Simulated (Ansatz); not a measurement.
# Cl on Cu(110): change of the work function, part 2 of 2

Aim: the work function of Cu(110) at several coverages of Cl (hollow site), and the dipole that each adsorbate carries.

Ansatz 0.2.0; plane-wave DFT, PBE, Ansatz PAW.

So far, work function, upper face (eV): step 2 (the clean slab) 4.43; step 3 (37 atoms, coverage 0.111 ML, cell 3x3) 4.63; step 4 (17 atoms, coverage 0.25 ML, cell 2x2) 4.90.

## 5. The covered slab, k-mesh 6×6×1, coverage 0.5 ML

System of this step: Cl/Cu(110). The cell holds 18 atoms: 16 Cu and 2 Cl. Its edges and angles: a = 7.220 Å, b = 5.105 Å, c = 22.755 Å, α = 90.0°, β = 90.0°, γ = 90.0°. Vacuum lies along c.

Contents of input.yaml:

```yaml
crystal:
  lattice:
    - [7.22, 0.0, 0.0]
    - [0.0, 5.1053109602, 0.0]
    - [0.0, 0.0, 22.7552629733]
  atoms:
    - { symbol: Cu, position: [0.25, 0.25, 0.3955128979] }
    - { symbol: Cu, position: [0.0, 0.0, 0.4516022405] }
    - { symbol: Cu, position: [0.25, 0.25, 0.511033236] }
    - { symbol: Cu, position: [0.0, 0.0, 0.562289298] }
    - { symbol: Cu, position: [0.25, 0.75, 0.3955128979] }
    - { symbol: Cu, position: [0.0, 0.5, 0.4516022405] }
    - { symbol: Cu, position: [0.25, 0.75, 0.511033236] }
    - { symbol: Cu, position: [0.0, 0.5, 0.562289298] }
    - { symbol: Cu, position: [0.75, 0.25, 0.3955128979] }
    - { symbol: Cu, position: [0.5, 0.0, 0.4516022405] }
    - { symbol: Cu, position: [0.75, 0.25, 0.511033236] }
    - { symbol: Cu, position: [0.5, 0.0, 0.562289298] }
    - { symbol: Cu, position: [0.75, 0.75, 0.3955128979] }
    - { symbol: Cu, position: [0.5, 0.5, 0.4516022405] }
    - { symbol: Cu, position: [0.75, 0.75, 0.511033236] }
    - { symbol: Cu, position: [0.5, 0.5, 0.562289298] }
    - { symbol: Cl, position: [0.25, 0.25, 0.6044871021] }
    - { symbol: Cl, position: [0.75, 0.25, 0.6044871021] }
kpoints:
  mp_grid: { grid: [6, 6, 1] }
hamiltonian:
  xc: pbe
scf:
  occupations: { method: fermi_dirac, width: 0.1 }
  convergence: { dr2_threshold: 1.0e-08 }
efield:
  axis: 3
  dipole_correction: true
  ramp_position: 0.97
  ramp_width: 0.06
relax:
  f_tol: 0.02
  max_steps: 60
  constraints: [{ sites: [0, 1, 4, 5, 8, 9, 12, 13] }]
output:
  dos: { projected: true, e_range: [-8, 4] }
  write_potential: true
  write_density: true
  volumetric_format: npy
  elf: true
```

On the command line:

```
ansatz run input.yaml --threads 4 --pin off --max-ram 16384MiB --backend cpu --events-out ev --progress --plain --runs-dir out
```

Wall time 12 min (4 threads of Arm Neoverse V1, shared host); peak memory 4.6 GiB.

This run has no spin polarisation, although Cu can carry a moment.

The steps of the relaxation:

```tsv
step	energy less that of the first step (eV)	largest force component (eV/Å)
1	0.0000	3.2800
2	-0.6884	2.0915
3	-1.2949	0.7495
4	-1.4868	0.1978
5	-1.4978	0.0251
6	-1.4981	0.0035
```

The run keeps the 8 symmetry operations that it works with, so distortions that break them were not tested.

The atoms that moved most (Å):

```tsv
atom	dx	dy	dz	length
Cl18	0.000	0.000	0.506	0.506
Cl17	0.000	0.000	0.506	0.506
Cu3	0.000	0.000	-0.116	0.116
Cu11	0.000	0.000	-0.116	0.116
Cu12	0.000	-0.003	0.046	0.046
Cu16	0.000	0.003	0.046	0.046
Cu8	0.000	0.003	0.046	0.046
Cu4	0.000	-0.003	0.046	0.046
```

The relaxed structure:

```xyz
18
Lattice="7.2200 0.0000 0.0000 0.0000 5.1053 0.0000 0.0000 0.0000 22.7553" Properties=species:S:1:pos:R:3
Cu    1.8050    1.2763    9.0000
Cu    0.0000    0.0000   10.2763
Cu    1.8050    1.2763   11.5130
Cu    0.0000   -0.0028   12.8412
Cu    1.8050    3.8290    9.0000
Cu    0.0000    2.5527   10.2763
Cu    1.8050    3.8290   11.5914
Cu    0.0000    2.5554   12.8412
Cu    5.4150    1.2763    9.0000
Cu    3.6100    0.0000   10.2763
Cu    5.4150    1.2763   11.5130
Cu    3.6100   -0.0028   12.8412
Cu    5.4150    3.8290    9.0000
Cu    3.6100    2.5527   10.2763
Cu    5.4150    3.8290   11.5914
Cu    3.6100    2.5554   12.8412
Cl    1.8050    1.2763   14.2609
Cl    5.4150    1.2763   14.2609
```

The relaxation took 6 steps and lowered the energy by 1.5 eV; the largest force on the free atoms ends at 0.0035 eV/Å.

The covered face has 5.25 eV, +0.81 eV against the clean one; the bare back face has moved by -0.08 eV, a measure of how thin the slab is.

## 6. The covered slab, k-mesh 12×12×1, coverage 1 ML

System of this step: Cl/Cu(110). The cell holds 5 atoms: 4 Cu and 1 Cl. Cell: a = 3.610 Å, b = 2.553 Å, c = 22.755 Å, α = 90.0°, β = 90.0°, γ = 90.0°. Vacuum lies along c.

input.yaml, the sections that differ from step 5:

```yaml
crystal:
  lattice:
    - [3.61, 0.0, 0.0]
    - [0.0, 2.5526554801, 0.0]
    - [0.0, 0.0, 22.7552629733]
  atoms:
    - { symbol: Cu, position: [0.5, 0.5, 0.3955128979] }
    - { symbol: Cu, position: [0.0, 0.0, 0.4516022405] }
    - { symbol: Cu, position: [0.5, 0.5, 0.511033236] }
    - { symbol: Cu, position: [0.0, 0.0, 0.562289298] }
    - { symbol: Cl, position: [0.5, 0.5, 0.6044871021] }
kpoints:
  mp_grid: { grid: [12, 12, 1] }
relax:
  f_tol: 0.02
  max_steps: 60
  constraints: [{ sites: [0, 1] }]
output:
  write_potential: true
  write_density: true
  volumetric_format: npy
# hamiltonian, scf, efield: as in step 5
```

Elapsed: 85 s, on 4 threads; peak memory 0.74 GiB.

Relaxation path:

```tsv
step	energy less that of the first step (eV)	largest force component (eV/Å)
1	0.0000	3.1300
2	-0.2919	2.0608
3	-0.6174	0.8635
4	-0.7482	0.3317
5	-0.7835	0.0392
6	-0.7837	0.0103
```

Forces are held to the 4 operations that the run works with; a distortion that breaks them can't arise in this run.

The atoms that moved most (Å):

```tsv
atom	dx	dy	dz	length
Cl5	0.000	0.000	0.719	0.719
Cu3	0.000	0.000	-0.101	0.101
Cu4	0.000	0.000	0.049	0.049
```

Final coordinates:

```xyz
5
Lattice="3.6100 0.0000 0.0000 0.0000 2.5527 0.0000 0.0000 0.0000 22.7553" Properties=species:S:1:pos:R:3
Cu    1.8050    1.2763    9.0000
Cu    0.0000    0.0000   10.2763
Cu    1.8050    1.2763   11.5279
Cu    0.0000    0.0000   12.8444
Cl    1.8050    1.2763   14.4743
```

Running mean over 1.276 Å of the planar mean; the ramp of the sawtooth is left out. The electron's electrostatic potential energy less the Fermi level by z:

```tsv
z (Å)	electron's electrostatic potential energy less the Fermi level (eV)
3	4.20
4	4.20
5	4.20
6	4.19
7	3.98
8	0.861
9	-7.53
10	-8.80
11	-9.07
12	-8.47
13	-7.46
14	-5.37
15	-2.33
16	4.83
17	5.38
18	5.40
19	5.40
```

The relaxation took 6 steps and lowered the energy by 0.78 eV; the largest force on the free atoms ends at 0.010 eV/Å.

The covered face has 5.40 eV, +0.96 eV against the clean one; the bare back face has moved by -0.22 eV, a measure of how thin the slab is.

## 7. Work function against coverage

This step: plane-wave DFT, PBE, Ansatz PAW; work function against coverage (Ansatz 0.2.0).

The runs are now put side by side.

This step gave:

| Quantity | Value |
| --- | --- |
| work function of the clean face | 4.434 eV |
| largest change of the work function | 0.9636 eV |

Table of work function of the covered face by coverage:

```tsv
coverage (adsorbates/nm²)	work function of the covered face (eV)
0.00	4.43
1.21	4.63
2.71	4.90
5.43	5.25
10.85	5.40
```

The dipole per adsorbate comes from the change of the cell's dipole. Coverage, by row:

```tsv
coverage (1/nm²)	coverage (ML)	work function (eV)	change (eV)	dipole per adsorbate, positive end outwards (debye)	mean height of the added atoms over the highest substrate atom (Å)
1.206	0.1111	4.633	0.1988	-0.553	1.517
2.713	0.25	4.899	0.4651	-0.549	1.521
5.426	0.5	5.247	0.8128	-0.436	1.42
10.85	1	5.398	0.9636	-0.29	1.63
```

## 8. What came out

| Quantity | Value |
| --- | --- |
| work function of the clean face | 4.43 eV |
| work function at 0.11 ML | 4.63 eV |
| work function at 0.25 ML | 4.90 eV |
| work function at 0.5 ML | 5.25 eV |
| work function at 1 ML | 5.40 eV |
| dipole per adsorbate at 0.11 ML, positive end outwards | -0.55 D |

In words: Cl raises the work function of Cu(110) at the lowest coverage, by 0.20 eV: the adsorbate layer has its negative end outwards. The dipole per adsorbate falls from 0.55 to 0.29 D as the layer fills. Neighbouring dipoles depolarise each other, and heights and bonding change with coverage too. At the highest coverage the adsorbates are pressed to about 2.6 Å, closer than unbonded atoms of this kind usually come, so a real layer may not reach it. The slab has 4 layers, at the tabulated experimental lattice constant, one starting site was run, and quantum-size effects of a slab this thin can reach one or two tenths of an eV.

[Logs are printed without paths, hosts, clocks, repeated set-up lines and the standing remarks that a program may print on its own settings, such as how far it seeks lower states.]

[Hosts, paths, dates, database ids (printed as entryN), source tags and the programs' standing remarks are cut or masked in the printed files.]

[Maps of the electrostatic potential energy from Ansatz leave out the sawtooth potential of an applied field or a dipole correction, so their vacuum need not be flat; planar profiles and work functions include it.]
